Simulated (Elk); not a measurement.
# Optical response of ZnSe (Stilleite)

Aim: the dielectric function of ZnSe (Stilleite), and the optical constants that follow from it.

Main program and level: Elk 11.2.3 (patched build); DFT, PBE, all-electron APW+lo, Dirac cores, scalar-relativistic bands, independent-particle optical response without local fields.

### 1. The starting structure

Symmetry: F-43m, No. 216, cubic system. Conventional cell: a = 5.668 Å, b = 5.668 Å, c = 5.668 Å, α = 90.00°, β = 90.00°, γ = 90.00°. Nearest to Se lie 4 Zn at 2.45 Å. Nearest to Zn lie 4 Se at 2.45 Å. Farther neighbours and most contacts between anions are not listed.

Coordinates:

```cif
data_structure
_symmetry_space_group_name_H-M 'F-43m'
_symmetry_Int_Tables_number 216
_cell_length_a 5.6676
_cell_length_b 5.6676
_cell_length_c 5.6676
_cell_angle_alpha 90.000
_cell_angle_beta 90.000
_cell_angle_gamma 90.000
_cell_volume 182.05
loop_
_atom_site_label
_atom_site_type_symbol
_atom_site_symmetry_multiplicity
_atom_site_Wyckoff_symbol
_atom_site_fract_x
_atom_site_fract_y
_atom_site_fract_z
_atom_site_occupancy
Se1 Se 4 c 0.25000 0.25000 0.25000 1
Zn1 Zn 4 a 0.00000 0.00000 0.00000 1
```

### 2. Ground state

The self-consistent density comes first; it also tells whether there is a gap, which decides the occupations and the need for a Drude term.

This step: DFT, PBE, all-electron APW+lo, Dirac cores, scalar-relativistic bands, ground state (Elk 11.2.3 (patched build)).

Input file elk.in:

```
tasks
  0
  120

xctype
  20

nempty
  12

lorbcnd
  .true.

rgkmax
  7.0

swidth
  0.0018375

maxscl
  100

epsengy
  1e-05

sppath
  './'

avec
  0.000000000000 5.355105891965 5.355105891965
  5.355105891965 0.000000000000 5.355105891965
  5.355105891965 5.355105891965 0.000000000000

atoms
  2
  'Se.in'
  1
  0.750000000000 0.750000000000 0.750000000000   0.000 0.000 0.000
  'Zn.in'
  1
  0.000000000000 0.000000000000 0.000000000000   0.000 0.000 0.000

ngridk
  11 11 11
```

Launch:

```sh
$ OMP_NUM_THREADS=4 elk
```

Numbers of over 12 decimals in the logs are rounded to 6 here.

What it wrote:

```text
┌─────────────────────────┐
│ Elk code version 11.2.3 │
└─────────────────────────┘

All units are atomic (Hartree, Bohr, etc.)

┌─────────────────────────────────────────────────┐
│ Ground-state run starting from atomic densities │
└─────────────────────────────────────────────────┘

Lattice vectors :
   0.000000000       5.355105892       5.355105892
   5.355105892       0.000000000       5.355105892
   5.355105892       5.355105892       0.000000000

Reciprocal lattice vectors :
 -0.5866536941      0.5866536941      0.5866536941
  0.5866536941     -0.5866536941      0.5866536941
  0.5866536941      0.5866536941     -0.5866536941

Unit cell volume      :    307.1384475
Brillouin zone volume :   0.8076169411

Muffin-tin inner radius fraction :   0.1000000000E-01

Nuclei treated as point charges

Species : 1 (Se)
 parameters loaded from : Se.in
 name : selenium
 nuclear charge    :   -34.00000000
 electronic charge :    34.00000000
 atomic mass :    143935.2749
 muffin-tin radius :    2.293828871
 number of radial points in muffin-tin :    993
 inner part over the whole radius :   0.9950132389E-02
 number on inner part of muffin-tin    :    702
 approximate nuclear radius :   0.7785908700E-04
 number of mesh points to nuclear radius :    343
 atomic positions (lattice), magnetic fields (Cartesian) :
  1 :   0.00000000  0.00000000  0.00000000    0.00000000  0.00000000  0.00000000

Species : 2 (Zn)
 parameters loaded from : Zn.in
 name : zinc
 nuclear charge    :   -30.00000000
 electronic charge :    30.00000000
 atomic mass :    119233.3130
 muffin-tin radius :    2.293828871
 number of radial points in muffin-tin :    993
 inner part over the whole radius :   0.9975822193E-02
 number on inner part of muffin-tin    :    701
 approximate nuclear radius :   0.7484757725E-04
 number of mesh points to nuclear radius :    338
 atomic positions (lattice), magnetic fields (Cartesian) :
  1 :   0.25000000  0.25000000  0.25000000    0.00000000  0.00000000  0.00000000

Total number of atoms per unit cell :    2
Total muffin-tin volume :    101.1117551
 ratio of muffin-tin to unit cell volume :   0.3292057896

Spin treatment :
 spin-unpolarised

Number of Bravais lattice symmetries :   48
Number of crystal symmetries         :   24
Crystal has no inversion symmetry
Complex Hermitian eigensolver will be used

k-point grid :     11    11    11
k-point offset :    0.000000000       0.000000000       0.000000000
k-point set is reduced with full crystal symmetry group
Total number of k-points :       91

Muffin-tin radius times maximum |G+k| :    7.000000000
 using average radius
Maximum |G+k| for APW functions       :    3.051666185
Maximum (1/2)|G+k|²                   :    4.656333252
Maximum |G| for potential and density :    12.00000000
Constant for pseudocharge density :    7
 order of it for each species :   14  14
 order of it for pair densities of each species (exact exchange by exxq0 0: 14) :   10  10
Radial integration step length :    1

G-vector grid sizes :     30    30    30
Number of G-vectors :     8873

Maximum angular momentum used for
 APW functions            :    8
 outer part of muffin-tin :    6
 inner part of muffin-tin :    2

Total nuclear charge    :   -64.00000000
Total core charge       :    30.00000000
Total valence charge    :    34.00000000
Total excess charge     :    0.000000000
Total electronic charge :    64.00000000

Effective Wigner radius, rₛ :    1.046377840

Number of empty states         :     24
Total number of valence states :     42
Total number of core states    :     30

Conduction state local-orbitals added automatically
Third-order local-orbitals added for an l without core states : F
Total number of local-orbitals :    130

Exchange-correlation functional :     20     0     0
 Perdew-Burke-Ernzerhof, Phys. Rev. Lett. 77, 3865 (1996)
 gradient requirement :    1
 generalised gradient approximation (GGA)

Smearing type :    3
 Fermi-Dirac
Smearing width :   0.1837500000E-02
Effective electronic temperature (K) :    580.2366081

Mixing type :    3
 Broyden mixing, J. Phys. A: Math. Gen. 17, L317 (1984)

Kohn-Sham potential initialised from atomic data

┌──────────────────────────────┐
│ Self-consistent loop started │
└──────────────────────────────┘

┌─────────────────┐
│ Loop number : 1 │
└─────────────────┘

Energies :
 Fermi                       :     0.50852585616382E-01
 sum of occupied eigenvalues :     -2444.2918096881
 electron kinetic            :      4316.4208180755
 core electron kinetic       :      3895.9843939472
 Coulomb                     :     -8383.5128066930
 Coulomb potential           :     -6549.1663087059
 nuclear-nuclear             :     -516.44290665151
 electron-nuclear            :     -9195.8928160895
 Hartree                     :      1328.8229160480
 Madelung                    :     -5108.9296523400
 xc potential                :     -211.54631905761
 exchange                    :     -156.53367620666
 correlation                 :     -3.114955
 electron entropic           :    -0.56569232753282E-10
 total energy                :     -4226.7406197044

Density of states at Fermi energy :   0.9812463971E-06
 (states/Hartree/unit cell)

Estimated indirect band gap :   0.5644748382E-01
 from k-point 1 to k-point 1
Estimated direct band gap   :   0.5644748382E-01
 at k-point 1

Charges :
 core                        :    30.00000000
 valence                     :    34.00000000
 interstitial                :    3.032884035
 muffin-tins (core leakage)
  species : 1 (Se)
   atom 1                    :    32.38835821     (  0.1170090946E-03)
  species : 2 (Zn)
   atom 1                    :    28.57875775     (  0.1584905198E-03)
 total in muffin-tins        :    60.96711596
 total calculated charge     :    63.99954948
 total charge                :    64.00000000
 error                       :   0.4505249635E-03

┌─────────────────┐
│ Loop number : 2 │
└─────────────────┘

Energies :
 Fermi                       :     0.51687192628425E-01
 sum of occupied eigenvalues :     -2444.2545276304
 electron kinetic            :      4316.3946699689
 core electron kinetic       :      3895.9382004093
 Coulomb                     :     -8383.5591048818
 Coulomb potential           :     -6549.1353000769
 nuclear-nuclear             :     -516.44290665151
 electron-nuclear            :     -9196.0150093867
 Hartree                     :      1328.8988111563
 Madelung                    :     -5108.9914548434
 xc potential                :     -211.51389752241
 exchange                    :     -156.53805163803
 correlation                 :     -3.115022
 electron entropic           :    -0.57392214349398E-10
 total energy                :     -4226.8175081394

Density of states at Fermi energy :   0.9965096130E-06
 (states/Hartree/unit cell)

Estimated indirect band gap :   0.5639050440E-01
 from k-point 1 to k-point 1
Estimated direct band gap   :   0.5639050440E-01
 at k-point 1

Charges :
 core                        :    30.00000000
 valence                     :    34.00000000
 interstitial                :    3.032376552
 muffin-tins (core leakage)
  species : 1 (Se)
   atom 1                    :    32.38554136     (  0.1170457454E-03)
  species : 2 (Zn)
   atom 1                    :    28.58208209     (  0.1583043546E-03)
 total in muffin-tins        :    60.96762345
 total calculated charge     :    63.99955000
 total charge                :    64.00000000
 error                       :   0.4499999290E-03

RMS change in Kohn-Sham potential (target) :   0.1987962533     (  0.1000000000E-05)
Absolute change in total energy (target)   :   0.7688843495E-01 (  0.1000000000E-04)

[... 13 loops left out ...]

┌──────────────────┐
│ Loop number : 16 │
└──────────────────┘

Energies :
 Fermi                       :     0.150429
 sum of occupied eigenvalues :     -2438.3528374861
 electron kinetic            :      4317.4447936815
 core electron kinetic       :      3895.5879571429
 Coulomb                     :     -8384.0936548686
 Coulomb potential           :     -6548.0009061204
 nuclear-nuclear             :     -516.44290665151
 electron-nuclear            :     -9198.1509509404
 Hartree                     :      1330.5002027233
 Madelung                    :     -5110.0932018084
 xc potential                :     -207.79672504727
 exchange                    :     -156.62821926530
 correlation                 :     -3.116767
 electron entropic           :    -0.65313679795637E-09
 total energy                :     -4226.3938474961

Density of states at Fermi energy :   0.1346941475E-04
 (states/Hartree/unit cell)

Estimated indirect band gap :   0.4684642437E-01
 from k-point 1 to k-point 1
Estimated direct band gap   :   0.4684642437E-01
 at k-point 1

Charges :
 core                        :    30.00000000
 valence                     :    34.00000000
 interstitial                :    3.017802592
 muffin-tins (core leakage)
  species : 1 (Se)
   atom 1                    :    32.26227598     (  0.1173070620E-03)
  species : 2 (Zn)
   atom 1                    :    28.71992143     (  0.1527947650E-03)
 total in muffin-tins        :    60.98219741
 total calculated charge     :    63.99957845
 total charge                :    64.00000000
 error                       :   0.4215512172E-03

RMS change in Kohn-Sham potential (target) :   0.2162588356E-07 (  0.1000000000E-05)
Absolute change in total energy (target)   :   0.5327389772E-05 (  0.1000000000E-04)

Convergence targets achieved

┌──────────────────┐
│ Loop number : 17 │
└──────────────────┘

Energies :
 Fermi                       :     0.150429
 sum of occupied eigenvalues :     -2438.3528375555
 electron kinetic            :      4317.4447940074
 core electron kinetic       :      3895.5879572102
 Coulomb                     :     -8384.0936550901
 Coulomb potential           :     -6548.0009063162
 nuclear-nuclear             :     -516.44290665151
 electron-nuclear            :     -9198.1509511676
 Hartree                     :      1330.5002027290
 Madelung                    :     -5110.0932019320
 xc potential                :     -207.79672524665
 exchange                    :     -156.62821926710
 correlation                 :     -3.116767
 electron entropic           :    -0.65313788530251E-09
 total energy                :     -4226.3938473941

Density of states at Fermi energy :   0.1346943887E-04
 (states/Hartree/unit cell)

Estimated indirect band gap :   0.4684641783E-01
 from k-point 1 to k-point 1
Estimated direct band gap   :   0.4684641783E-01
 at k-point 1

Charges :
 core                        :    30.00000000
 valence                     :    34.00000000
 interstitial                :    3.017802597
 muffin-tins (core leakage)
  species : 1 (Se)
   atom 1                    :    32.26227598     (  0.1173070636E-03)
  species : 2 (Zn)
   atom 1                    :    28.71992142     (  0.1527947651E-03)
 total in muffin-tins        :    60.98219740
 total calculated charge     :    63.99957845
 total charge                :    64.00000000
 error                       :   0.4215512162E-03

┌──────────────────────────────┐
│ Self-consistent loop stopped │
└──────────────────────────────┘

Warning : core states of species 1 leak from the muffin-tin :   0.1173070636E-03

Warning : core states of species 2 leak from the muffin-tin :   0.1527947651E-03

Wrote STATE.OUT
```

Run time: 23 s. Hardware: 4 threads of Arm Neoverse V1, shared host; peak memory 0.1 GiB.

Read-outs, printed or worked out from the files:

| Property | Result |
| --- | --- |
| total energy | -4226 Ha |
| Fermi energy | 4.093 eV |
| DOS at the Fermi level | 4.95e-7 states/eV/cell |
| gap on the k-mesh | 1.275 eV |
| direct gap on the mesh | 1.275 eV |

There is a gap, 1.27 eV on this mesh (points off the mesh can give less), so no carriers' term is needed.

### 3. Independent particles

The spectrum is a sum over vertical transitions between filled and empty bands at the fixed density, so many empty bands are needed.

This step: DFT, PBE, all-electron APW+lo, Dirac cores, scalar-relativistic bands, independent-particle optical response without local fields (Elk 11.2.3 (patched build)).

Edit elk.in of step 2 so:

```diff
@@ -1,4 +1,6 @@
 tasks
-  0
-  120
+  121
+
+optcomp
+  1 1
 
@@ -17,9 +19,7 @@
 swidth
-  0.0018375
+  0.0055124
 
-maxscl
-  100
-
-epsengy
-  1e-05
+wplot
+  400 100 0
+  0.0 0.51449
```

Launch:

```sh
$ OMP_NUM_THREADS=4 elk
```

What it wrote:

```text
┌─────────────────────────────────┐
│ Elk code version 11.2.3 started │
└─────────────────────────────────┘

Info(readinput): the functional depends on the density's gradient
 muffin-tin radial points multiplied by    2.00000
 (not where nrmtscf is given)

┌────────────────────┐
│ Current task : 121 │
└────────────────────┘
Info(checkmt): changed muffin-tin radius of species 1 (Se) from   2.4000 to   2.2938
Info(checkmt): changed muffin-tin radius of species 2 (Zn) from   2.4000 to   2.2938

Info(findsymcrys): atomic basis shift (lattice) :
  0.2500000000      0.2500000000      0.2500000000
See GEOMETRY.OUT for new atomic positions

Info(dielectric):
 dielectric tensor written to EPSILON_ij.OUT
 optical conductivity written to SIGMA_ij.OUT
 for components
  i = 1, j = 1

┌──────────────────┐
│ Elk code stopped │
└──────────────────┘
```

Elapsed: 2.1 s, on 4 threads; peak memory 0.04 GiB; 8.8 s of CPU time.

Numbers from this step:

| Quantity | Value |
| --- | --- |
| electronic dielectric constant ε∞, mean over x, y and z (by symmetry where fewer were run) | 7.736 |

The Im ε, E ∥ x has structure finer than the step of the table below, so its rows give means over 0.5 eV, whole bins alone (the curve runs from 0 to 14.0 eV). Peaks (eV: height): 3.36: 7.40, 3.99: 8.55, 5.35: 14.2, 7.00: 8.74.

Sum at mesh points, not converged in k; values under the direct gap are tails of Lorentzian lines. Table of Im ε, E ∥ x by photon energy; means over each step:

```csv
photon energy (eV),"Im ε, E ∥ x"
0.5,0.0922
1.0,0.512
1.5,0.833
2.0,1.71
2.5,1.99
3.0,3.37
3.5,5.86
4.0,7.33
4.5,6.24
5.0,9.23
5.5,13.1
6.0,10.6
6.5,6.01
7.0,7.82
7.5,7.04
8.0,4.75
8.5,3.82
9.0,2.80
9.5,2.49
10.0,2.26
10.5,1.92
11.0,1.45
11.5,1.35
12.0,1.33
12.5,0.965
13.0,0.911
13.5,0.774
```

The reflectivity at normal incidence, E ∥ x has structure finer than the step of the table below, so its rows give means over 0.25 eV, whole bins alone (the curve runs from 0 to 14.0 eV). Peaks (eV: height): 6.090: 49.8, 7.700: 49.8, 8.435: 49.0, 9.625: 44.7, 10.780: 46.9, 12.250: 43.6, 13.335: 39.8.

Sum at mesh points, not converged in k. Reflectivity at normal incidence, E ∥ x against photon energy; means over each step:

| photon energy (eV) | reflectivity at normal incidence, E ∥ x (%) |
| --- | --- |
| 0.25 | 22.3 |
| 0.50 | 22.5 |
| 0.75 | 23.0 |
| 1.00 | 23.8 |
| 1.25 | 23.8 |
| 1.50 | 23.1 |
| 1.75 | 24.9 |
| 2.00 | 25.8 |
| 2.25 | 24.5 |
| 2.50 | 26.3 |
| 2.75 | 27.3 |
| 3.00 | 28.7 |
| 3.25 | 32.4 |
| 3.50 | 29.0 |
| 3.75 | 31.0 |
| 4.00 | 33.0 |
| 4.25 | 28.3 |
| 4.50 | 29.3 |
| 4.75 | 32.8 |
| 5.00 | 34.6 |
| 5.25 | 39.8 |
| 5.50 | 42.7 |
| 5.75 | 44.3 |
| 6.00 | 47.8 |
| 6.25 | 45.9 |
| 6.50 | 35.8 |
| 6.75 | 31.5 |
| 7.00 | 39.2 |
| 7.25 | 42.1 |
| 7.50 | 44.7 |
| 7.75 | 49.1 |
| 8.00 | 47.8 |
| 8.25 | 45.3 |
| 8.50 | 48.3 |
| 8.75 | 47.1 |
| 9.00 | 48.1 |
| 9.25 | 43.2 |
| 9.50 | 42.5 |
| 9.75 | 43.1 |
| 10.00 | 37.9 |
| 10.25 | 42.1 |
| 10.50 | 44.3 |
| 10.75 | 45.7 |
| 11.00 | 42.6 |
| 11.25 | 41.2 |
| 11.50 | 37.8 |
| 11.75 | 35.0 |
| 12.00 | 40.4 |
| 12.25 | 43.3 |
| 12.50 | 40.9 |
| 12.75 | 38.7 |
| 13.00 | 35.7 |
| 13.25 | 38.1 |
| 13.50 | 36.9 |
| 13.75 | 35.7 |

Sum at mesh points, not converged in k; values under the direct gap are tails of Lorentzian lines. Loss function −Im 1/ε at q → 0, E ∥ x against energy loss; read off at these points:

energy loss (eV), loss function −Im 1/ε at q → 0, E ∥ x and a bar:
```
     0.00      0.000 
     0.50      0.001 
     1.00      0.005 
     1.50      0.010 
     2.00      0.026 #
     2.50      0.022 #
     3.00      0.027 #
     3.50      0.062 ##
     4.00      0.066 ##
     4.50      0.061 ##
     5.00      0.062 ##
     5.50      0.073 ##
     6.00      0.083 ###
     6.50      0.170 ######
     7.00      0.114 ####
     7.50      0.121 ####
     8.00      0.153 #####
     8.50      0.176 ######
     9.00      0.212 #######
     9.50      0.258 ########
    10.00      0.337 ###########
    10.50      0.322 ###########
    11.00      0.410 ##############
    11.50      0.517 #################
    11.62      0.551 ##################
    12.00      0.462 ###############
    12.50      0.619 ####################
    13.00      0.771 #########################
    13.50      0.910 ##############################
```

From ε follow the optical constants at some laser and lamp lines:

| wavelength (nm) | n | k | R (%) | 1/α |
| --- | --- | --- | --- | --- |
| 1550 | 2.85 | 0.034 | 23.1 | 3.7 µm |
| 800 | 2.87 | 0.108 | 23.4 | 591 nm |
| 532 | 2.99 | 0.251 | 25.2 | 169 nm |
| 450 | 3.12 | 0.406 | 27.2 | 88 nm |
| 405 | 3.28 | 0.488 | 29.3 | 66 nm |
| 365 | 3.11 | 1.154 | 31.8 | 25 nm |
| 193 | 1.56 | 1.858 | 37.7 | 8.3 nm |

Below the direct gap, k and the depth come from the tails of the Lorentzian lines, not from transitions.

Rows near the edge hang on the gap, which this functional as a rule makes too small, and phonon-assisted absorption is left out.

### 4. Results

```
electronic dielectric constant ε∞, mean over x, y and z (by symmetry where fewer were run) (independent particles) : 7.74
```

In words: At this level (PBE, independent particles) ZnSe has ε∞ = 7.74 and n = 2.85 at 1550 nm. On the mesh the gap is 1.27 eV and the least direct gap 1.27 eV. Excitons and phonon-assisted transitions are missing, and so are local fields; PBE gaps are as a rule too small, which pulls the onset down and ε∞ up. The sum runs over mesh points 0.17 Å⁻¹ apart with no interpolation, so peaks are partly noise of the mesh; over so small a direct gap single mesh points weigh heavily, so ε∞, n and their changes from run to run can be far off.

[Machine, clock and banner lines and Python warnings are left out of the logs.]

[Logs are printed without paths, hosts, clocks, repeated set-up lines and the standing remarks that a program may print on its own settings, such as how far it seeks lower states.]

[Hosts, paths, dates, database ids (printed as entryN), source tags and the programs' standing remarks are cut or masked in the printed files.]
